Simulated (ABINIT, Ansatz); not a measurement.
# Al3Os (Pm-3m): zone-centre phonons, part 2 of 2

Aim: the zone-centre modes of Al3Os (Pm-3m).

ABINIT 10.8.3; DFT PBEsol, scalar-relativistic, plane waves, PseudoDojo norm-conserving pseudopotentials.

So far. Step 4 (Zone-centre response): The acoustic modes at Γ come out as far as 3.0 cm⁻¹ from zero, where they should vanish, a small numerical error. The relaxed cell has a = 3.844 Å (conventional setting).

The structure was built from a prototype and need not be the compound's stable phase.

**5. Zone-centre analysis**

anaddb reads the merged derivatives and imposes the acoustic sum rule.

Input file anaddb.abi:

```
ddb_filepath "gamma_DDB"
output_file "anaddb.abo"
outdata_prefix "anaddb"
asr 1
chneut 1
enunit 2
eivec 1
nph1l 1
qph1l 0.0 0.0 0.0 1.0
```

Input file mrgddb.in:

```
gamma_DDB
merged
2
dfpt_gammao_DDB
gso_DDB
```

On the command line:

```bash
$ mrgddb < mrgddb.in > mrgddb.log
$ OMP_NUM_THREADS=1 anaddb anaddb.abi > anaddb.log
```

anaddb.abo, the main output file:

```text
-outvars_anaddb: echo values of input variables ----------------------

 Miscellaneous information :
      enunit         2
       eivec         1
         asr         1
 First list of wavevector (reduced coord.) :
       nph1l         1
       qph1l
                     0.00000000E+00  0.00000000E+00  0.00000000E+00    1.000E+00

================================================================================

 read the DDB information and perform some checks

  ==== Info on the Cryst% object ====
 Real(R)+Recip(G) space primitive vectors, cartesian coordinates (Bohr,Bohr^-1):
 R(1)=  7.2635427  0.0000000  0.0000000  G(1)=  0.1376739  0.0000000  0.0000000
 R(2)=  0.0000000  7.2635427  0.0000000  G(2)=  0.0000000  0.1376739  0.0000000
 R(3)=  0.0000000  0.0000000  7.2635427  G(3)=  0.0000000  0.0000000  0.1376739
 Unit cell volume ucvol=  3.8321763E+02 bohr^3
 Angles (23,13,12)=  9.00000000E+01  9.00000000E+01  9.00000000E+01 degrees
 Time-reversal symmetry is present
 Reduced atomic positions [iatom, xred, symbol]:
    1)    0.0000000  0.0000000  0.0000000  Os
    2)    0.0000000  0.5000000  0.5000000  Al
    3)    0.5000000  0.0000000  0.5000000  Al
    4)    0.5000000  0.5000000  0.0000000  Al

 DDB file with 3 blocks has been read.

================================================================================

 Treat the first list of vectors

  Phonon wavevector (reduced coordinates) :  0.00000  0.00000  0.00000
 Phonon energies in Hartree :
   0.000000E+00  0.000000E+00  0.000000E+00  7.025247E-04  7.025247E-04
   7.025247E-04  1.139047E-03  1.139047E-03  1.139047E-03  1.720682E-03
   1.720682E-03  1.720682E-03
 Phonon energies in meV     :
-  0.000000E+00  0.000000E+00  0.000000E+00  1.911667E+01  1.911667E+01
-  1.911667E+01  3.099504E+01  3.099504E+01  3.099504E+01  4.682216E+01
-  4.682216E+01  4.682216E+01
 Phonon frequencies in cm-1    :
-  0.000000E+00  0.000000E+00  0.000000E+00  1.541863E+02  1.541863E+02
-  1.541863E+02  2.499919E+02  2.499919E+02  2.499919E+02  3.776461E+02
-  3.776461E+02  3.776461E+02
 Phonon frequencies in Thz     :
-  0.000000E+00  0.000000E+00  0.000000E+00  4.622390E+00  4.622390E+00
-  4.622390E+00  7.494568E+00  7.494568E+00  7.494568E+00  1.132155E+01
-  1.132155E+01  1.132155E+01
 Phonon energies in Kelvin  :
-  0.000000E+00  0.000000E+00  0.000000E+00  2.218398E+02  2.218398E+02
-  2.218398E+02  3.596825E+02  3.596825E+02  3.596825E+02  5.433485E+02
-  5.433485E+02  5.433485E+02

 Eigendisplacements
 (will be given, for each mode : in cartesian coordinates
   for each atom the real part of the displacement vector,
   then the imaginary part of the displacement vector - absolute values smaller than 1.0d-7 are set to zero)
  Mode number    1   Energy    0.000000E+00
 Attention : low frequency mode.
   (Could be unstable or acoustic mode)
-  1  0.00000000E+00  0.00000000E+00 -1.42239256E-03
-     0.00000000E+00  0.00000000E+00  0.00000000E+00
-  2  0.00000000E+00  0.00000000E+00 -1.42239240E-03
-     0.00000000E+00  0.00000000E+00  0.00000000E+00
-  3  0.00000000E+00  0.00000000E+00 -1.42239240E-03
-     0.00000000E+00  0.00000000E+00  0.00000000E+00
-  4  0.00000000E+00  0.00000000E+00 -1.42239231E-03
-     0.00000000E+00  0.00000000E+00  0.00000000E+00
  Mode number    2   Energy    0.000000E+00
 Attention : low frequency mode.
   (Could be unstable or acoustic mode)
-  1  0.00000000E+00 -1.42239256E-03  0.00000000E+00
-     0.00000000E+00  0.00000000E+00  0.00000000E+00
-  2  0.00000000E+00 -1.42239240E-03  0.00000000E+00
-     0.00000000E+00  0.00000000E+00  0.00000000E+00
-  3  0.00000000E+00 -1.42239231E-03  0.00000000E+00
-     0.00000000E+00  0.00000000E+00  0.00000000E+00
-  4  0.00000000E+00 -1.42239240E-03  0.00000000E+00
-     0.00000000E+00  0.00000000E+00  0.00000000E+00
  Mode number    3   Energy    0.000000E+00
 Attention : low frequency mode.
   (Could be unstable or acoustic mode)
-  1  1.42239256E-03  0.00000000E+00  0.00000000E+00
-     0.00000000E+00  0.00000000E+00  0.00000000E+00
-  2  1.42239231E-03  0.00000000E+00  0.00000000E+00
-     0.00000000E+00  0.00000000E+00  0.00000000E+00
-  3  1.42239240E-03  0.00000000E+00  0.00000000E+00
-     0.00000000E+00  0.00000000E+00  0.00000000E+00
-  4  1.42239240E-03  0.00000000E+00  0.00000000E+00
-     0.00000000E+00  0.00000000E+00  0.00000000E+00
  Mode number    4   Energy    7.025247E-04
-  1  0.00000000E+00  0.00000000E+00  9.25683095E-04
-     0.00000000E+00  0.00000000E+00  0.00000000E+00
-  2  0.00000000E+00  0.00000000E+00 -2.04753240E-03
-     0.00000000E+00  0.00000000E+00  0.00000000E+00
-  3  0.00000000E+00  0.00000000E+00 -2.04753240E-03
-     0.00000000E+00  0.00000000E+00  0.00000000E+00
-  4  0.00000000E+00  0.00000000E+00 -2.43032091E-03
-     0.00000000E+00  0.00000000E+00  0.00000000E+00
  Mode number    5   Energy    7.025247E-04
-  1  0.00000000E+00  9.25683095E-04  0.00000000E+00
-     0.00000000E+00  0.00000000E+00  0.00000000E+00
-  2  0.00000000E+00 -2.04753240E-03  0.00000000E+00
-     0.00000000E+00  0.00000000E+00  0.00000000E+00
-  3  0.00000000E+00 -2.43032091E-03  0.00000000E+00
-     0.00000000E+00  0.00000000E+00  0.00000000E+00
-  4  0.00000000E+00 -2.04753240E-03  0.00000000E+00
-     0.00000000E+00  0.00000000E+00  0.00000000E+00
  Mode number    6   Energy    7.025247E-04
-  1  9.25683095E-04  0.00000000E+00  0.00000000E+00
-     0.00000000E+00  0.00000000E+00  0.00000000E+00
-  2 -2.43032091E-03  0.00000000E+00  0.00000000E+00
-     0.00000000E+00  0.00000000E+00  0.00000000E+00
-  3 -2.04753240E-03  0.00000000E+00  0.00000000E+00
-     0.00000000E+00  0.00000000E+00  0.00000000E+00
-  4 -2.04753240E-03  0.00000000E+00  0.00000000E+00
-     0.00000000E+00  0.00000000E+00  0.00000000E+00
  Mode number    7   Energy    1.139047E-03
-  1  0.00000000E+00  0.00000000E+00  0.00000000E+00
-     0.00000000E+00  0.00000000E+00  0.00000000E+00
-  2  0.00000000E+00  0.00000000E+00 -3.18839113E-03
-     0.00000000E+00  0.00000000E+00  0.00000000E+00
-  3  0.00000000E+00  0.00000000E+00  3.18839113E-03
-     0.00000000E+00  0.00000000E+00  0.00000000E+00
-  4  0.00000000E+00  0.00000000E+00  0.00000000E+00
-     0.00000000E+00  0.00000000E+00  0.00000000E+00
  Mode number    8   Energy    1.139047E-03
-  1  0.00000000E+00  0.00000000E+00  0.00000000E+00
-     0.00000000E+00  0.00000000E+00  0.00000000E+00
-  2  0.00000000E+00  3.18839113E-03  0.00000000E+00
-     0.00000000E+00  0.00000000E+00  0.00000000E+00
-  3  0.00000000E+00  0.00000000E+00  0.00000000E+00
-     0.00000000E+00  0.00000000E+00  0.00000000E+00
-  4  0.00000000E+00 -3.18839113E-03  0.00000000E+00
-     0.00000000E+00  0.00000000E+00  0.00000000E+00
  Mode number    9   Energy    1.139047E-03
-  1  0.00000000E+00  0.00000000E+00  0.00000000E+00
-     0.00000000E+00  0.00000000E+00  0.00000000E+00
-  2  0.00000000E+00  0.00000000E+00  0.00000000E+00
-     0.00000000E+00  0.00000000E+00  0.00000000E+00
-  3  3.18839113E-03  0.00000000E+00  0.00000000E+00
-     0.00000000E+00  0.00000000E+00  0.00000000E+00
-  4 -3.18839113E-03  0.00000000E+00  0.00000000E+00
-     0.00000000E+00  0.00000000E+00  0.00000000E+00
  Mode number   10   Energy    1.720682E-03
-  1  0.00000000E+00  0.00000000E+00  6.43183596E-05
-     0.00000000E+00  0.00000000E+00  0.00000000E+00
-  2  0.00000000E+00  0.00000000E+00 -1.98752332E-03
-     0.00000000E+00  0.00000000E+00  0.00000000E+00
-  3  0.00000000E+00  0.00000000E+00 -1.98752332E-03
-     0.00000000E+00  0.00000000E+00  0.00000000E+00
-  4  0.00000000E+00  0.00000000E+00  3.52164967E-03
-     0.00000000E+00  0.00000000E+00  0.00000000E+00
  Mode number   11   Energy    1.720682E-03
-  1  0.00000000E+00  6.43183596E-05  0.00000000E+00
-     0.00000000E+00  0.00000000E+00  0.00000000E+00
-  2  0.00000000E+00 -1.98752332E-03  0.00000000E+00
-     0.00000000E+00  0.00000000E+00  0.00000000E+00
-  3  0.00000000E+00  3.52164967E-03  0.00000000E+00
-     0.00000000E+00  0.00000000E+00  0.00000000E+00
-  4  0.00000000E+00 -1.98752332E-03  0.00000000E+00
-     0.00000000E+00  0.00000000E+00  0.00000000E+00
  Mode number   12   Energy    1.720682E-03
-  1  6.43183596E-05  0.00000000E+00  0.00000000E+00
-     0.00000000E+00  0.00000000E+00  0.00000000E+00
-  2  3.52164967E-03  0.00000000E+00  0.00000000E+00
-     0.00000000E+00  0.00000000E+00  0.00000000E+00
-  3 -1.98752332E-03  0.00000000E+00  0.00000000E+00
-     0.00000000E+00  0.00000000E+00  0.00000000E+00
-  4 -1.98752332E-03  0.00000000E+00  0.00000000E+00
-     0.00000000E+00  0.00000000E+00  0.00000000E+00

 Analysis of degeneracies and characters (maximum tolerance=1.00E-06 a.u.)
 For each vibration mode, or group of modes if degenerate,
 the characters are given for each symmetry operation (see the list in the log file).
 Symmetry characters of vibration mode #   1
       degenerate with vibration modes #   2 to    3
  3.0 -3.0 -1.0  1.0 -1.0  1.0 -1.0  1.0  1.0 -1.0 -1.0  1.0  1.0 -1.0 -1.0  1.0
 -0.0  0.0  0.0 -0.0  0.0 -0.0 -0.0  0.0  1.0 -1.0 -1.0  1.0 -1.0  1.0  1.0 -1.0
 -0.0  0.0  0.0 -0.0 -0.0  0.0  0.0 -0.0  1.0 -1.0  1.0 -1.0 -1.0  1.0 -1.0  1.0
 Symmetry characters of vibration mode #   4
       degenerate with vibration modes #   5 to    6
  3.0 -3.0 -1.0  1.0 -1.0  1.0 -1.0  1.0  1.0 -1.0 -1.0  1.0  1.0 -1.0 -1.0  1.0
  0.0 -0.0  0.0 -0.0 -0.0  0.0 -0.0  0.0  1.0 -1.0 -1.0  1.0 -1.0  1.0  1.0 -1.0
  0.0 -0.0 -0.0  0.0 -0.0  0.0  0.0 -0.0  1.0 -1.0  1.0 -1.0 -1.0  1.0 -1.0  1.0
 Symmetry characters of vibration mode #   7
       degenerate with vibration modes #   8 to    9
  3.0 -3.0 -1.0  1.0 -1.0  1.0 -1.0  1.0 -1.0  1.0  1.0 -1.0 -1.0  1.0  1.0 -1.0
 -0.0  0.0  0.0 -0.0 -0.0  0.0 -0.0  0.0 -1.0  1.0  1.0 -1.0  1.0 -1.0 -1.0  1.0
 -0.0  0.0 -0.0  0.0 -0.0  0.0  0.0 -0.0 -1.0  1.0 -1.0  1.0  1.0 -1.0  1.0 -1.0
 Symmetry characters of vibration mode #  10
       degenerate with vibration modes #  11 to   12
  3.0 -3.0 -1.0  1.0 -1.0  1.0 -1.0  1.0  1.0 -1.0 -1.0  1.0  1.0 -1.0 -1.0  1.0
  0.0 -0.0 -0.0  0.0  0.0 -0.0 -0.0  0.0  1.0 -1.0 -1.0  1.0 -1.0  1.0  1.0 -1.0
  0.0 -0.0  0.0 -0.0 -0.0  0.0 -0.0  0.0  1.0 -1.0  1.0 -1.0 -1.0  1.0 -1.0  1.0
-
```

Elapsed: 0.63 s, on 1 thread of AMD EPYC 9R45, shared host.

No LO-TO term; unit eigenvectors of the mass-weighted matrix, from anaddb's displacements. Modes at Γ, with each element's share of the kinetic energy:

| mode | frequency (cm⁻¹) | symmetry | Os % | Al % |
| --- | --- | --- | --- | --- |
| 1 | 0.0 | acoustic | 70 | 30 |
| 2 | 0.0 | acoustic | 70 | 30 |
| 3 | 0.0 | acoustic | 70 | 30 |
| 4 | 154.2 | T1u | 30 | 70 |
| 5 | 154.2 | T1u | 30 | 70 |
| 6 | 154.2 | T1u | 30 | 70 |
| 7 | 250.0 | T2u | 0 | 100 |
| 8 | 250.0 | T2u | 0 | 100 |
| 9 | 250.0 | T2u | 0 | 100 |
| 10 | 377.6 | T1u | 0 | 100 |
| 11 | 377.6 | T1u | 0 | 100 |
| 12 | 377.6 | T1u | 0 | 100 |

Displacements in mode 5 (154.2 cm⁻¹), the largest set to 1:
```
Os1  0.00  0.38  0.00
Al2  0.00 -0.84  0.00
Al3  0.00 -1.00  0.00
Al4  0.00 -0.84  0.00
```

Displacements in mode 11 (377.6 cm⁻¹), the largest set to 1:
```
Os1  0.00  0.02  0.00
Al2  0.00 -0.56  0.00
Al3  0.00  1.00  0.00
Al4  0.00 -0.56  0.00
```

The rule moves no optical mode by more than 0.1 cm⁻¹.

**6. Summary of results**

| Property | Result |
| --- | --- |
| space group after relaxation | Pm-3m |
| volume per atom | 14.2 Å³ |
| highest optical zone-centre mode (no LO-TO term) | 377.6 cm⁻¹ |
| lowest optical zone-centre mode | 154.2 cm⁻¹ |
| imaginary optical modes at the zone centre (no q mesh in this session) | none |

**Reading.** At the PBEsol level the optical modes of Al3Os (Pm-3m) at the zone centre run from 154 to 378 cm⁻¹. These are harmonic frequencies at zero temperature: anharmonic shifts and linewidths and thermal expansion are left out. Spin-orbit coupling is left out, which can matter for the heavy elements here. In a metal the frequencies hang on the k mesh and the smearing, most of all near Kohn anomalies. The runs are without spin polarisation, although the cell has an odd electron count or an open d or f shell, so a magnetic state was not tested. The structure is a hypothetical one, built on a prototype.

[Host names and launcher messages were left out of these logs when they were recorded.]

[Logs are printed without paths, hosts, clocks, repeated set-up lines and the standing remarks that a program may print on its own settings, such as how far it seeks lower states.]

[Hosts, paths, dates, database ids (printed as entryN), source tags and the programs' standing remarks are cut or masked in the printed files.]
